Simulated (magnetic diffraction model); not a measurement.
## Solving a magnetic structure from powder neutron data: Cd₄Ga₃FeO₁₀

Space group P2_1/c (no. 14), a = 5.6450 Å, b = 5.3430 Å, c = 16.0015 Å, β = 110.63°.

| site | atom | x | y | z |
| --- | --- | --- | --- | --- |
| 4e | Cd | 0.8775 | 0.4780 | 0.8933 |
| 4e | Cd | 0.4207 | 0.5177 | 0.3921 |
| 2d | Ga | 1/2 | 0 | 1/2 |
| 4e | Ga | 0.1808 | 0.0506 | 0.2467 |
| 2a | Fe | 0 | 0 | 0 |
| 4e | O | 0.7759 | 0.0306 | 0.8555 |
| 4e | O | 0.4257 | 0.9681 | 0.3522 |
| 4e | O | 0.1148 | 0.4104 | 0.2491 |
| 4e | O | 0.7849 | 0.2784 | 0.0148 |
| 4e | O | 0.7594 | 0.7422 | 0.5222 |

The compound is invented for this exercise: a known structure type with other elements, its cell scaled to their sizes and not relaxed.

Only Fe is taken to order (form factors of Fe3+); orders and moment sizes are assumed, and not adapted to the symmetry. Radiation: neutrons of λ = 4.2 Å (absorption by Cd left out), 8° to 95°; isotropic B of 0.58 Å² (Cd), 0.69 Å² (Ga), 0.63 Å² (Fe) and 1.06 Å² (O). Simulated constant-wavelength pattern: nuclear and magnetic terms add, the magnetic one as |2.695 fm × Σ f S⊥ exp(2πi Q·r) exp(−B s²)|², summed over all Q at one angle with the factor 1/(sin²θ cos θ). For collinear order S is the moment m, which repeats by lattice and centring translations R with the sign exp(−2πi k·R). Free-ion form factors, Sears's scattering lengths of 1992, no absorption; a label names one of the reflections at its angle. The strongest nuclear line in the range is 100, and lines under 0.2 are left out.

Above the ordering temperature:

```csv
2θ (°),index,I
32.58,(0 0 2),38.5
46.84,(1 0 0),16.0
46.86,(1 0 -2),2.2
49.33,(0 1 1),0.3
57.74,(0 1 2),0.2
65.53,(1 1 -1),100.0
67.97,(1 1 0),2.7
67.99,(1 1 -2),2.4
68.24,(0 0 4),56.9
68.31,(1 0 2),9.9
68.35,(1 0 -4),20.3
75.12,(1 1 -3),0.6
86.46,(0 1 4),1.0
86.52,(1 1 2),16.4
86.56,(1 1 -4),15.4
```

Below it (cell unchanged):

```
2θ (°)      I
 16.12   17.8
 32.58   38.5
 43.68   16.9
 46.29   17.1
 46.84   16.0
 46.86    2.2
 49.33    0.3
 49.76    1.8
 55.52   11.0
 55.55    3.4
 57.74   15.8
 65.53  100.0
 67.97   18.7
 67.99   14.9
 68.24   56.9
 68.31    9.9
 68.35   20.3
 75.12    0.6
 84.58    3.6
 84.63    0.3
 86.46    5.3
 86.52   25.3
 86.56   19.7
 89.04    0.6
```

**Question.** Find the propagation vector, then choose among these models:
A. collinear moments along [111], 4.15 μB on Fe; signs + at (0, 0, 0), − at (0, 1/2, 1/2)
B. collinear moments along [001], 4.15 μB on Fe; signs + at (0, 0, 0), + at (0, 1/2, 1/2)
C. collinear moments along [111], 4.15 μB on Fe; signs + at (0, 0, 0), + at (0, 1/2, 1/2)
D. collinear moments along [001], 4.15 μB on Fe; signs + at (0, 0, 0), − at (0, 1/2, 1/2)

No line moves, and magnetic intensity falls on nuclear lines such as the one at 67.97°; new lines at (0 0 1), (1 0 -1) and (0 1 0) have whole indices that obey the lattice centring, at places with no nuclear intensity to speak of, so the magnetic cell equals the chemical primitive cell: k = 0.

Magnetic intensity, observed (below minus above) and for each model:

| 2θ (°) | index | observed | A | B | C | D |
| --- | --- | --- | --- | --- | --- | --- |
| 16.12 | (0 0 1) | 17.8 | 16.2 | <0.2 | <0.2 | 17.8 |
| 43.68 | (1 0 -1) | 16.9 | 19.2 | <0.2 | <0.2 | 16.9 |
| 46.29 | (0 1 0) | 17.1 | 15.2 | <0.2 | <0.2 | 17.1 |
| 46.84 | (1 0 0) | <0.2 | <0.2 | 16.7 | 14.9 | <0.2 |
| 49.33 | (0 1 1) | <0.2 | <0.2 | 27.2 | 24.1 | <0.2 |
| 57.74 | (0 1 2) | 15.5 | 13.8 | <0.2 | <0.2 | 15.5 |
| 65.53 | (1 1 -1) | <0.2 | <0.2 | 16.2 | 16.2 | <0.2 |
| 67.97 | (1 1 0) | 16.1 | 14.3 | <0.2 | <0.2 | 16.1 |

Model D matches.

The absence at (1 0 0) is telling: the sublattices cancel there.

The structure used: k = (0 0 0), collinear moments along [001], 4.15 μB on Fe; signs + at (0, 0, 0), − at (0, 1/2, 1/2).

[Logs are printed without paths, hosts, clocks, repeated set-up lines and the standing remarks that a program may print on its own settings, such as how far it seeks lower states.]
